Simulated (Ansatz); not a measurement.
# InPd (Pm-3m): a volume series of phonon spectra

Aim: how the vibrations of InPd shift with volume, and the expansion that follows. The starting cell is a computed one from a database.

Method: DFT PBEsol, scalar-relativistic, plane waves, PAW, in Ansatz 0.2.0.

**1. The structure**

It takes space group Pm-3m (No. 221, cubic). The conventional cell has a = 3.272 Å, b = 3.272 Å, c = 3.272 Å, α = 90.00°, β = 90.00°, γ = 90.00°. Nearest to In lie 8 Pd at 2.83 Å. Nearest to Pd lie 8 In at 2.83 Å. Farther neighbours are not listed.

**2. A first coarse run**

A cheap single point shows whether the cell is a metal or an insulator and how far it is from rest; that sets the k-mesh and the occupations of what follows.

input.yaml

```yaml
crystal:
  lattice:
    - [3.27188478, 0.0, 0.0]
    - [0.0, 3.27188478, 0.0]
    - [0.0, 0.0, 3.27188478]
  atoms:
    - { symbol: In, position: [0.0, 0.0, 0.0] }
    - { symbol: Pd, position: [0.5, 0.5, 0.5] }
kpoints:
  mp_grid: { grid: [6, 6, 6] }
hamiltonian:
  xc: pbesol
scf:
  occupations: { method: gaussian, width: 0.1 }
  lower_state_search: "off"
output:
  forces: true
  stress: true
  eigenvalues: true
```

The run is started by

```
$ ansatz run input.yaml --threads 4 --pin off --max-ram 8192MiB --backend cpu --events-out ev --progress --plain --runs-dir out
```

Numbers of over 12 decimals in the logs are rounded to 6 here.

Log:

```text
Engine: ansatz 0.2.0, aarch64-unknown-linux-gnu
Pseudopotentials: kind: paw
Pseudopotential: In, paw, valence charge 13, recommended cutoff 420 eV (normal), In.paw.azcp
Pseudopotential: Pd, paw, valence charge 18, recommended cutoff 420 eV (normal), Pd.paw.azcp
Functional definition: PBEsol
  exchange = pbesol_x
  correlation = pbesol_c
Crystal: 2 atoms, lattice volume = 35.026 Å³
Basis set: ecut = 420 eV, 691 PW (Γ), exchange–correlation on 48×48×48 points (8 copies of the dense FFT grid, shifted against one another)
Bands: 20, of which v1, the nominal top of the filled ones, is band 16 counted from 1 (15 counted from 0)
Symmetry: 48 space group operations
Space group: Pm-3m (ITA 221), of the structure as read, at distance tolerance 3.3e-5 Å
k-points: 20 of 216
Non-local potential: In, projectors of the file, l = 0: 2, l = 1: 2, l = 2: 2, l = 3: 2
Non-local potential: Pd, projectors of the file, l = 0: 2, l = 1: 2, l = 2: 2, l = 3: 1
PAW form: soft (Blöchl's): semilocal exchange-correlation on the pseudo side does not see the compensation charge
PAW frozen core: In, regenerated for the run's functional, and the local potential with it (the file was generated under x = pbe(κ = 0.804, μ = 0.219515), c = pbe(β = 0.066725))
PAW frozen core: Pd, regenerated for the run's functional, and the local potential with it (the file was generated under x = pbe(κ = 0.804, μ = 0.219515), c = pbe(β = 0.066725))
PAW one-centre angular grid: In, 590 points (default); XC on 64 Gauss nodes
PAW one-centre angular grid: Pd, 590 points (default); XC on 64 Gauss nodes
Initial density: superposition of atomic densities (neutral atoms: chi_scale 0, normalization atom), corrected by the library's trained network
Initial wavefunctions: pseudopotential atomic-orbital guess
Functional: x = pbesol(κ = 0.804, μ = 0.123457), c = pbesol(β = 0.046)
SCF iter   1: F=—  HF=-12433.093336 eV  |F-HF|=—  |Δ(HF+E_count)|=         —  Δρ=9.57e-3  dr2=3.68e-2  ethr=1.77e-3  ⟨swp⟩=5.6  Hψ=1756  notcnv=0
preconditioner: auto → none  [insulator: Δε(μ)=0.222 eV  Ē_g=14.412 eV  σ=0.100 eV  W_gap=0.88  n_scr=6 (ndim 8)  ℏωp=30.1 eV  f_vac=0.000  D(μ)=0.45/eV (n_scr^D=0)  ε∞_Penn≈5.4]
SCF iter   2: F=—  HF=-12433.085820 eV  |F-HF|=—  |Δ(HF+E_count)|=   7.52e-3  Δρ=1.63e-3  dr2=1.12e-3  ethr=1.19e-4  ⟨swp⟩=2.4  Hψ=671  notcnv=0  defer=1
SCF iter   3: F=—  HF=-12433.085578 eV  |F-HF|=—  |Δ(HF+E_count)|=   2.42e-4  Δρ=5.82e-4  dr2=9.99e-5  ethr=3.63e-6  ⟨swp⟩=1.5  Hψ=411  notcnv=0  defer=2
SCF iter   4: F=—  HF=-12433.085563 eV  |F-HF|=—  |Δ(HF+E_count)|=   1.50e-5  Δρ=4.42e-5  dr2=3.66e-7  ethr=3.22e-7  ⟨swp⟩=2.8  Hψ=661  notcnv=0  defer=2
iter 5 did not close the SCF: its close was put off for the readings that it lacked (scf_convergence_deferred on its scf_iter line)
SCF iter   5: F=-12433.085563 eV  HF=-12433.085563 eV  |F-HF|=1.95e-8  |Δ(HF+E_count)|=   2.96e-7  Δρ=1.73e-5  dr2=5.60e-8  ethr=1.18e-9  ⟨swp⟩=2.0  Hψ=620  notcnv=0  defer=2
SCF iter   6: F=-12433.085563 eV  HF=-12433.085563 eV  |F-HF|=6.66e-10  |Δ(HF+E_count)|=   3.62e-8  Δρ=1.91e-6  dr2=5.09e-10  ethr=1.81e-10  ⟨swp⟩=3.9  Hψ=1507  notcnv=0
SCF 1 converged in 6 iterations: F = -12433.085563 eV  dr2 = 5.09e-10
  greatest PAW one-centre occupation: 0.999 electrons in one spin orbital (limit 2), on the Pd atom at site 1 (counted from 0), in its partial waves of l = 0
SCF converged after 6 iterations
Free energy (F): -12433.085563 eV
Harris-Foulkes:  -12433.085563 eV  (|F-HF|=6.66e-10)
Internal energy: -12433.083161 eV  (E = F + TS)
E sigma→0 (E₀):  -12433.084362 eV
Entropy (-TS):   -0.002402 eV (-1.201 meV/atom)
Fermi energy:    16.583625 eV
--- Per-component energies (eV) ---
  E_band       = -148.909536
  E_kinetic    = 759.878193
  E_local      = -2901.061050  (includes V_loc(G=0)·N_el)
  E_nonlocal   = 588.502082
  E_hartree    = 1175.761972
  E_xc         = -381.844374
  E_vxc        = -312.099705  (∫ρ·V_xc dr)
  E_paw        = -7770.943643  (= ΣΔE_a)
  E_vpaw       = -635.653439  (= ΣTr[D̂ρ^β])
  E_aug_tail   = 0.000242  (compensation charges beyond the density's cutoff)
  E_ewald      = -3903.915009
  E_core_change = 0.538427  (= ΣΔE_core)
  E_smearing   = -0.002402  (= −TS)
  E_closure    = -0.000000  (closes the sum)
  Σ components = -12433.085563   (vs F -12433.085563, Δ=0.00e0)
--- Forces (eV/Å), atoms counted from 1 ---
  atom   1  In    -0.00000000    -0.00000000    -0.00000000
  atom   2  Pd     0.00000000    -0.00000000     0.00000000
  max |Σ_I F_I| component: 3.73e-29 eV/Å
--- Stress (GPa, compression-positive) ---
       -2.674828       0.000000      -0.000000
        0.000000      -2.674828       0.000000
        0.000000       0.000000      -2.674828
  P = ⅓ Tr σ = -2.6748 GPa (-26.748 kbar)
--- Band table (eV; the first three rows and the last of 20) ---
  k-point 0: bands = [... 12 lower, 14.2700, 14.2700, 14.2700, 20.7489, 20.7489, 20.7489, 25.9171, 27.1569]
  k-point 1: bands = [... 12 lower, 13.9749, 13.9749, 14.2511, 18.4704, 21.5965, 21.5965, 26.4313, 27.0001]
  k-point 2: bands = [... 12 lower, 13.4890, 13.4890, 14.2131, 15.9855, 23.7191, 23.7191, 26.6491, 26.7016]
  k-point 19: bands = [... 12 lower, 14.8877, 14.8877, 16.4631, 20.3266, 20.3266, 20.3266, 20.9567, 20.9567]
```

The job ended after 0.37 s (4 threads of Arm Neoverse V2, shared host; peak memory 0.3 GiB; 1 s of CPU time).

In the SCF lines HF is the Harris–Foulkes energy and dr2 the Hartree energy of the density residual, in eV; the loop may stop once dr2 is under the threshold and the program's other checks hold. Hψ counts applications of the Hamiltonian.

Numbers from this step:

- pressure: -2.675 GPa
- volume per atom: 17.51 Å³/atom
- gap on the k-mesh: 0 eV

The start is under -2.7 GPa at this level and looks like a metal on this mesh.

**3. Relaxation**

Phonons are second derivatives about a minimum, so cell and atoms are relaxed first, inside the symmetry of the start.

input.yaml: that of step 2 with these lines changed.

```diff
@@ -9,3 +9,3 @@
 kpoints:
-  mp_grid: { grid: [6, 6, 6] }
+  mp_grid: { grid: [14, 14, 14] }
 hamiltonian:
@@ -19 +19,6 @@
   eigenvalues: true
+relax:
+  adjacent_minimum: "off"
+  f_tol: 0.005
+  max_steps: 80
+  cell: { stress_tol: 0.05 }
```

Log:

```text
[...]
Crystal: 2 atoms, lattice volume = 35.026 Å³
Basis set: ecut = 420 eV, 691 PW (Γ), exchange–correlation on 48×48×48 points (8 copies of the dense FFT grid, shifted against one another)
Bands: 20, of which v1, the nominal top of the filled ones, is band 16 counted from 1 (15 counted from 0)
Symmetry: 48 space group operations
[...]
k-points: 120 of 2744
[...]
SCF iter   1: F=—  HF=-12433.119036 eV  |F-HF|=—  |Δ(HF+E_count)|=         —  Δρ=8.15e-3  dr2=2.42e-2  ethr=1.77e-3  ⟨swp⟩=5.7  Hψ=10605  notcnv=0
[...]
SCF iter   6: F=-12433.113766 eV  HF=-12433.113766 eV  |F-HF|=9.39e-10  |Δ(HF+E_count)|=   1.64e-8  Δρ=2.40e-6  dr2=1.36e-9  ethr=3.23e-10  ⟨swp⟩=6.0  Hψ=9641  notcnv=0
SCF 1 converged in 6 iterations: F = -12433.113766 eV  dr2 = 1.36e-9
[...]
relax step   1: F+E_penalty+E_count = -12433.11376589 eV  Δ(F+E_penalty+E_count) = +0.000e0 eV  max|allowed force component| = 1.574e-29 eV/Å  Δτ_max = 0.0000 Å  P = -2.948 GPa  Ω = 35.026 Å³  (6 SCF iters, dr2 threshold 1.00e-7 eV, accepted)
Crystal: 2 atoms, lattice volume = 33.083 Å³
Basis set: ecut = 420 eV, 619 PW (Γ), exchange–correlation on 48×48×48 points (8 copies of the dense FFT grid, shifted against one another)
[...]
iter 1 solved again at ethr=9.50e-5 eV; its pass at ethr=3.10e-3 eV (dr2=2.95e-2 eV) is discarded
[...]
SCF iter   6: F=-12433.104557 eV  HF=-12433.104557 eV  |F-HF|=8.93e-10  |Δ(HF+E_count)|=   1.23e-8  Δρ=2.12e-6  dr2=1.18e-9  ethr=1.54e-10  ⟨swp⟩=2.6  Hψ=8364  notcnv=0
SCF 2 converged in 6 iterations: F = -12433.104557 eV  dr2 = 1.18e-9
relax step   2: F+E_penalty+E_count = -12433.10455689 eV  Δ(F+E_penalty+E_count) = +9.209e-3 eV  max|allowed force component| = 1.052e-30 eV/Å  Δτ_max = 0.0000 Å  P = +5.121 GPa  Ω = 33.083 Å³  energy of the carried Pulay correction = +7.894e-4 eV  (6 SCF iters, dr2 threshold 2.00e-7 eV, rejected (line search))
Crystal: 2 atoms, lattice volume = 34.290 Å³
[...]
SCF iter   7: F=-12433.121578 eV  HF=-12433.121578 eV  |F-HF|=3.64e-12  |Δ(HF+E_count)|=  1.46e-10  Δρ=1.49e-7  dr2=2.06e-12  ethr=1.00e-12  ⟨swp⟩=4.8  Hψ=11465  notcnv=0
SCF 3 converged in 7 iterations: F = -12433.121578 eV  dr2 = 2.06e-12
relax step   3: F+E_penalty+E_count = -12433.12157836 eV  Δ(F+E_penalty+E_count) = -7.812e-3 eV  max|allowed force component| = 2.051e-29 eV/Å  Δτ_max = 0.0000 Å  P = -0.258 GPa  Ω = 34.290 Å³  energy of the carried Pulay correction = +2.937e-4 eV  (7 SCF iters, accepted)
[...]
relax step   4: F+E_penalty+E_count = -12433.12165874 eV  Δ(F+E_penalty+E_count) = -8.038e-5 eV  max|allowed force component| = 2.682e-29 eV/Å  Δτ_max = 0.0000 Å  P = +0.016 GPa  Ω = 34.221 Å³  energy of the carried Pulay correction = +3.216e-4 eV  (6 SCF iters, dr2 threshold 1.67e-7 eV, accepted)
[...]
SCF iter   6: F=-12433.121313 eV  HF=-12433.121313 eV  |F-HF|=3.64e-12  |Δ(HF+E_count)|=  3.64e-12  Δρ=1.08e-8  dr2=1.44e-14  ethr=1.00e-12  ⟨swp⟩=4.0  Hψ=9732  notcnv=0
SCF 5 converged in 6 iterations: F = -12433.121313 eV  dr2 = 1.44e-14
relax step   5: F+E_penalty+E_count = -12433.12131254 eV  Δ(F+E_penalty+E_count) = +3.462e-4 eV  max|allowed force component| = 1.630e-29 eV/Å  Δτ_max = 0.0000 Å  P = +0.023 GPa  Ω = 34.221 Å³  stress off target by 2.34e-2 GPa  SCF on the basis re-selected at this cell (its energy is not comparable with the rows above)  (6 SCF iters)
basis re-selected at this cell: Δ(F+E_penalty+E_count) = +3.462e-4 eV, ΔP = +0.008 GPa vs the last step (what re-selecting the basis moved, of the pressure what is left beyond the Pulay correction that the steps carried, after the strain that the cell walked since its last selection, with what the two solves' SCF thresholds leave and, on support functions, any second-order correction that the steps lacked; it is no m [...]
SCF converged after 6 iterations
Free energy (F): -12433.121313 eV
[...]
Internal energy: -12433.118062 eV  (E = F + TS)
E sigma→0 (E₀):  -12433.119687 eV
Entropy (-TS):   -0.003250 eV (-1.625 meV/atom)
Fermi energy:    17.142483 eV
[...]
--- Stress (GPa, compression-positive) ---
        0.023419       0.000000       0.000000
        0.000000       0.023419       0.000000
        0.000000       0.000000       0.023419
  P = ⅓ Tr σ = 0.0234 GPa (0.234 kbar)
--- Band table (eV; the first three rows and the last of 120) ---
  k-point 0: bands = [... 12 lower, 14.7575, 14.7575, 14.7575, 21.2911, 21.2911, 21.2911, 26.7312, 27.8272]
  k-point 1: bands = [... 12 lower, 14.6918, 14.6918, 14.7533, 20.7062, 21.4605, 21.4605, 26.9961, 27.7926]
  k-point 2: bands = [... 12 lower, 14.5190, 14.5190, 14.7416, 19.4605, 21.9446, 21.9446, 27.1638, 27.6927]
  k-point 119: bands = [... 12 lower, 15.4004, 15.4004, 17.0501, 20.8727, 20.8727, 20.8727, 21.5658, 21.5658]
--- Relaxed structure (4 steps of the walk, 3 accepted, 1 SCFs on fresh bases) ---
  F+E_penalty+E_count = -12433.12131254 eV   max|allowed force component| = 1.630e-29 eV/Å   (the final SCF, on the basis selected at the relaxed cell)
  cell:  # Å, volume = 34.2214 Å³
    - [3.246629, 0, 0]
    - [0, 3.246629, 0]
    - [0.0, 0.0, 3.246629]
  atoms:
    - { symbol: In, position: [0, 0, 0] }
    - { symbol: Pd, position: [0.500000, 0.500000, 0.500000] }
```

Run time: 5 s. Hardware: 4 threads; peak memory 0.4 GiB.

Step by step:

```
step  energy less that of the first step (eV)  largest force component (eV/Å)  pressure (GPa)  volume (Å³)
   1                                   0.0000                          0.0000           -2.95        35.03
   2                                   0.0092                          0.0000            5.12        33.08
   3                                  -0.0078                          0.0000           -0.26        34.29
   4                                  -0.0079                          0.0000            0.02        34.22
  5*                                  -0.0075                          0.0000            0.02        34.22
```

Relaxation steps marked * repeat the geometry before them on a plane-wave basis chosen anew for their cell, so energy and pressure can jump there. Relaxation step 2 was tried and not accepted.

The run keeps the 48 symmetry operations that it works with, so distortions that break them were not tested.

```
conventional cell, symmetrised  before  after  change
                         a (Å)   3.272  3.247  -0.8 %
                         b (Å)   3.272  3.247  -0.8 %
                         c (Å)   3.272  3.247  -0.8 %
              volume (Å³/atom)   17.51  17.11  -2.3 %
```

The relaxed structure:

```cif
data_structure
_symmetry_space_group_name_H-M 'P 1'
_symmetry_Int_Tables_number 1
_cell_length_a 3.2466
_cell_length_b 3.2466
_cell_length_c 3.2466
_cell_angle_alpha 90.000
_cell_angle_beta 90.000
_cell_angle_gamma 90.000
_cell_volume 34.22
loop_
_atom_site_label
_atom_site_type_symbol
_atom_site_fract_x
_atom_site_fract_y
_atom_site_fract_z
_atom_site_occupancy
In1 In 0.00000 0.00000 0.00000 1
Pd2 Pd 0.50000 0.50000 0.50000 1
```

Numbers from this step:

```yaml
pressure: 0.02342 GPa
volume_per_atom: 17.11 Å³/atom
```

The relaxation ends with a pressure of 0.02 GPa.

**4. Tight relaxation**

The thresholds are tightened for a last relaxation ahead of the phonons, and where mesh or smearing change with them the cell follows.

input.yaml

```yaml
crystal:
  lattice:
    - [3.2466286229, 0.0, 0.0]
    - [0.0, 3.2466286229, 0.0]
    - [0.0, 0.0, 3.2466286229]
  atoms:
    - { symbol: In, position: [0.0, 0.0, 0.0] }
    - { symbol: Pd, position: [0.5, 0.5, 0.5] }
kpoints:
  mp_grid: { grid: [16, 16, 16] }
hamiltonian:
  xc: pbesol
scf:
  occupations: { method: methfessel_paxton, width: 0.2 }
  lower_state_search: "off"
output:
  forces: true
  stress: true
  eigenvalues: true
relax:
  adjacent_minimum: "off"
  f_tol: 0.001
  max_steps: 60
  cell: { stress_tol: 0.01 }
```

Log:

```text
[...]
Crystal: 2 atoms, lattice volume = 34.221 Å³
Basis set: ecut = 420 eV, 691 PW (Γ), exchange–correlation on 48×48×48 points (8 copies of the dense FFT grid, shifted against one another)
Bands: 20, of which v1, the nominal top of the filled ones, is band 16 counted from 1 (15 counted from 0)
Symmetry: 48 space group operations
[...]
k-points: 165 of 4096
[...]
k-point 164: bands = [... 12 lower, 15.3927, 15.3927, 17.0409, 20.8641, 20.8641, 20.8641, 21.5567, 21.5567]
--- Relaxed structure (3 steps of the walk, 2 accepted, 1 SCFs on fresh bases) ---
[...]
cell:  # Å, volume = 34.2339 Å³
    - [3.247024, 0, 0.0]
    - [0, 3.247024, 0.0]
    - [0.0, 0.0, 3.247024]
  atoms:
    - { symbol: In, position: [0, 0, 0] }
    - { symbol: Pd, position: [0.5, 0.5, 0.5] }
[key lines of the parts left out:]
SCF converged after 5 iterations
Free energy (F): -12433.120178 eV
Fermi energy:    17.112372 eV
P = ⅓ Tr σ = 0.0000 GPa (0.000 kbar)
```

Wall time 4.9 s (4 threads); peak memory 0.42 GiB; 18 s of CPU time.

Little changed from the start: no atom moved by 0.005 Å and no cell edge by 0.1 %.

Numbers from this step:

```
pressure        : 2.25e-5 GPa
volume per atom : 17.12 Å³/atom
```

The residual pressure is 2.3e-5 GPa, small enough for phonons.

[end of part 1 of 4]

[Logs are printed without paths, hosts, clocks, repeated set-up lines and the standing remarks that a program may print on its own settings, such as how far it seeks lower states.]

[Hosts, paths, dates, database ids (printed as entryN), source tags and the programs' standing remarks are cut or masked in the printed files.]

[A step with changed settings may run another functional than the one named; its input shows which.]

[Of the runs on displaced cells, only some may be shown.]
